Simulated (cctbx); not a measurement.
# Lattice, Laue class and space group of a new crystal

Cell: a = 10.1810 Å, b = 10.1810 Å, c = 7.9380 Å, α = 90.00°, β = 90.00°, γ = 120.00°. Expected content of the cell: Tm3 Sn9 O36 C12.

Simulated single-crystal data (cctbx): Mo Kα, λ = 0.71073 Å, to d = 0.84 Å, 50 % of the full sphere, strongest reflection 5000 counts, noise from counting, a 1.5 % proportional error and a noise floor of 15 counts (s.d.); no absorption.

A first pass over the reflections prints:

```text
2499 reflections to d = 0.841 A
centring   violations  <I/sigma> of those
    A        356 of  1225      4.4
    B        368 of  1225      4.5
    C        388 of  1254      4.6
    I        363 of  1260      4.4
    R          0 of  1649     -0.0
    F        556 of  1852      4.5
Laue class    unique    Rint  (classes that these axes allow; Friedel mates merged)
R -3 :H           278   0.053
R -3 m :H         171   0.057
space group    extra absences  I>4sigma  <I/sigma>
R 3 2 :H                0          0         -  acentric
R 3 m :H                0          0         -  acentric
R -3 m :H               0          0         -  centric
Wilson B = 1.10 A^2   <|E^2-1|> = 0.582 (0.968 centric, 0.736 acentric)   E^2>4: 0.0 %
shell (A)         n   <I/sigma>
 5.90 - 1.67     26     37.1
 1.67 - 1.33     19     32.8
 1.33 - 1.16     26     26.5
 1.16 - 1.06     20     21.9
 1.06 - 0.98     19     17.6
 0.98 - 0.93     15     26.0
 0.93 - 0.88     22     19.3
 0.88 - 0.84     24     16.4
```

Q: Read the symmetry from these tables.

The reflections that R centring forbids are absent (⟨I/σ⟩ near 0), so the lattice is R.

Rint stays low (0.053 to 0.057) up to R -3 m :H, the highest class in these axes. It includes Bijvoet differences, since Friedel mates are merged.

3 settings pass the absence test. No glide or screw absences show, which leaves R 3 2, R 3 m and R -3 m.

⟨|E²−1|⟩ = 0.582 leans to a non-centrosymmetric structure, or to twinning, which lowers it. The Wilson B of 1.10 Å² means U ≈ 0.0139 Å².

The true group is R32 (no. 155), Laue class -3m, non-centrosymmetric. The tables only narrow the choice to the tied entries; cell content, site symmetry and trial solutions must settle it.

This is a model crystal, built by substitution and not relaxed, with assumed displacement parameters.

[Logs are printed without paths, hosts, clocks, repeated set-up lines and the standing remarks that a program may print on its own settings, such as how far it seeks lower states.]
